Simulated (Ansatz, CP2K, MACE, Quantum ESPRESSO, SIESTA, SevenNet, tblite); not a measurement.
# Bulk modulus of random rock-salt alloy of YSe and YTe (64 atoms) across programs

How stiff is random rock-salt alloy of YSe and YTe (64 atoms) under an even change of volume, and do other programs and learned potentials give the same pressure and slope as plane waves?

Results are calculated, not measured.

## 1. The cell

The cell holds 64 atoms (32 Y, 27 Te and 5 Se), with edges of 12.04, 12.04 and 12.04 Å. Recipe: rock-salt YSe, 2 x 2 x 2 conventional cells, 27 of 32 Se sites given to Te at random (x = 0.844), lattice by Vegard's rule (a = 6.021 Å); every coordinate displaced by a Gaussian of 0.07 Å. Then the atoms were relaxed with SevenNet 0 in the fixed cell.

Bonds by pair of elements; cutoffs follow the first minimum of g(r), held within bounds set by covalent radii, and pairs that aren't listed don't count as bonded:

```csv
pair A-B,cutoff (Å),bonds,mean length (Å),spread (Å),shortest (Å),B about A,A about B
Y-Te,3.84,162,3.07,0.055,2.96,5.06,6
Y-Se,3.63,30,2.95,0.072,2.83,0.938,6
```

## 2. The reference input

Quantum ESPRESSO 7.5: Kohn-Sham DFT, PBE, SSSP efficiency 1.3.0 pseudopotentials, plane waves. Its input, pw.in, for the unchanged cell:

```
&control
  calculation = 'scf'
  pseudo_dir = './pseudo'
  outdir = './tmp'
  disk_io = 'none'
  tprnfor = .true.
  tstress = .true.
/
&system
  ibrav = 0
  nat = 64
  ntyp = 3
  ecutwfc = 45
  ecutrho = 360
  nosym = .true.
  occupations = 'smearing'
  smearing = 'fd'
  degauss = 0.003675
/
&electrons
  conv_thr = 3.2e-07
  electron_maxstep = 100
  mixing_beta = 0.2
  mixing_mode = 'local-TF'
  diagonalization = 'david'
/
ATOMIC_SPECIES
Y 88.906 Y.upf
Te 127.600 Te.upf
Se 78.971 Se.upf
CELL_PARAMETERS angstrom
12.04220 0.00000 0.00000
0.00000 12.04220 0.00000
0.00000 0.00000 12.04220
ATOMIC_POSITIONS crystal
Y 0.02064 0.01324 0.99875
Te 0.26768 0.98232 0.00981
Y 0.02177 0.22655 0.24767
Se 0.25771 0.26774 0.25221
[... 58 atom lines left out ...]
Y 0.74530 0.73019 0.48671
Te 0.48818 0.77398 0.50717
K_POINTS gamma
```

```console
$ OMP_NUM_THREADS=1 mpirun -np 4 pw.x -in pw.in > output.txt
```

Elapsed: 6 min, on 4 MPI ranks of Arm Neoverse N1, shared host; peak memory 4 GiB; 24 min of CPU time.

It converged with an r.m.s. force component of 0.19 eV/Å and a pressure of 2.7 GPa.

## 3. Levels of theory

Every level solves the same cells as single points. CPU time is summed over a level's finished runs, on a host shared with the other runs, so it is rough; the force column is the median over cells of the r.m.s. difference of force components from the reference.

| level | basis or training data | k-points | runs finished | CPU time | peak memory (GiB) | force difference (meV/Å) |
| --- | --- | --- | --- | --- | --- | --- |
| QE, PBE | plane waves, SSSP efficiency, 45/360 Ry | Γ | 5 of 5 | 2 h | 4.2 | reference |
| CP2K double zeta, PBE | DZVP-MOLOPT-SR, GTH-PBE potentials, 600 Ry | Γ | 5 of 5 | 1.7 h | 9.3 | 21 |
| SIESTA DZP, PBE | DZP orbitals, shift 0.01 Ry, mesh 300 Ry | Γ | 5 of 5 | 65 min | 1.8 | 93 |
| CP2K double zeta, RPBE | DZVP-MOLOPT-SR, GTH-PBE potentials, 600 Ry | Γ | 5 of 5 | 1.7 h | 9.3 | 21 |
| tblite GFN1-xTB | tight binding with its own dispersion term | Γ | 5 of 5 | 79 s | 0.14 | 265 |
| MACE MP-0b2 small | trained on PBE(+U) plane-wave data | - | 5 of 5 | 53 s | 0.67 | 266 |
| SevenNet 0 | trained on PBE(+U) plane-wave data | - | 5 of 5 | 64 s | 0.67 | 189 |

The reference's own r.m.s. force component runs from 187 to 200 meV/Å over these cells. SevenNet 0 relaxed the atoms, so in the cells that it relaxed its own forces are small, and its entry isn't an independent test there.

## 4. Pressure against volume

The cell is scaled evenly with fractional positions held. The unchanged volume is 27.286 Å³ an atom. Pressures in GPa:

```csv
level,-6 %,-3 %,0,+3 %,+6 %
"QE, PBE",8.03,5.16,2.71,0.62,-1.18
"CP2K double zeta, PBE",8.61,5.65,3.12,0.96,-0.90
"SIESTA DZP, PBE",8.82,5.81,3.22,0.99,-0.92
"CP2K double zeta, RPBE",10.12,7.12,4.55,2.34,0.45
tblite GFN1-xTB,8.82,6.16,3.87,1.87,0.13
MACE MP-0b2 small,10.37,7.11,4.37,2.04,0.05
SevenNet 0,8.03,5.11,2.65,0.57,-1.18
```

Energy less that of the unchanged cell at the same level, in meV an atom:

```csv
level,-6 %,-3 %,+3 %,+6 %
"QE, PBE",53.92,20.22,-8.58,-7.20
"CP2K double zeta, PBE",58.47,22.24,-10.27,-10.30
"SIESTA DZP, PBE",60.02,22.90,-10.57,-10.60
"CP2K double zeta, RPBE",73.47,29.64,-17.46,-24.47
tblite GFN1-xTB,63.54,25.48,-14.54,-19.52
MACE MP-0b2 small,73.58,29.15,-16.23,-21.47
SevenNet 0,52.99,19.64,-8.06,-6.37
```

## 5. Moduli

From the three volumes nearest the unchanged one: B from the slope of pressure against ln V and from the curvature of the energy, the pressure that the slope of the energy implies, and the volume change at which the printed pressure crosses zero (a dash if it doesn't within the range).

```csv
level,B from pressures (GPa),B from energies (GPa),printed pressure (GPa),pressure from energies (GPa),zero pressure at (%)
"QE, PBE",75.8,75.9,2.71,2.82,+4.0
"CP2K double zeta, PBE",78.3,78.1,3.12,3.18,+4.5
"SIESTA DZP, PBE",80.4,80.4,3.22,3.27,+4.5
"CP2K double zeta, RPBE",79.6,79.4,4.55,4.61,-
tblite GFN1-xTB,71.6,71.4,3.87,3.92,-
MACE MP-0b2 small,84.5,84.3,4.37,4.44,-
SevenNet 0,75.7,75.5,2.65,2.71,+4.0
```

As a check by hand on the reference: from -3 to +3 % the pressure falls by 4.55 GPa while ln V grows by 0.0600, a ratio of 75.8 GPa.

## 6. Findings

The plane-wave reference (PBE) gives a bulk modulus of 75.8 GPa from its pressures, at a volume where its pressure is 2.71 GPa; that pressure crosses zero at +4.0 %. Other programs at PBE: CP2K double zeta, PBE 78.3 GPa (+3 %) and SIESTA DZP, PBE 80.4 GPa (+6 %); their pressures lie +0.41 to +0.50 GPa from the reference's. Other functionals: CP2K double zeta, RPBE 79.6 GPa (+5 %); its pressure lies +1.83 GPa from the reference's.

Learned potentials: MACE MP-0b2 small 84.5 GPa (+11 %) and SevenNet 0 75.7 GPa (+0 %); their pressures lie -0.07 to +1.66 GPa from the reference's. Tight binding: tblite GFN1-xTB 71.6 GPa (-6 %); its pressure lies +1.16 GPa from the reference's. All slopes lie within 11 % of the reference's, while the pressures at one volume spread over 1.9 GPa, so the levels would settle at unlike volumes. Moduli from the energies run from 71 to 84 GPa, within 10 % of those from pressures.

**Limits.** Atoms are held in fractional coordinates, so these moduli are upper bounds to relaxed ones. Three points at finite strain give rough moduli, at the given volume rather than at zero pressure. Pressures at a fixed plane-wave cutoff or in a small atom-centred basis hold some basis error. The reference samples only Γ, in a cell whose shortest periodic width is 12 Å. Spin–orbit coupling is left out, which matters for the levels of the heavy elements. The reference isn't exact: its cutoffs and mesh weren't converged further here. SIESTA's automatically made basis is far from complete, and its potentials were converted by us (checked for H, C, O, Si, Ge and Ca alone). The learned potentials mimic data converged in k, so the sampling error of the reference's coarse mesh counts against them here, while programs on the same mesh share it. CP2K warns in some runs that its smearing reaches the highest orbitals computed, so too few empty orbitals were added. Where levels are smeared, the DFT runs use Fermi–Dirac occupations at 580 K (0.05 eV), and energies are free energies.

[Logs are printed without paths, hosts, clocks, repeated set-up lines and the standing remarks that a program may print on its own settings, such as how far it seeks lower states.]

[Hosts, paths, dates, database ids (printed as entryN), source tags and the programs' standing remarks are cut or masked in the printed files.]
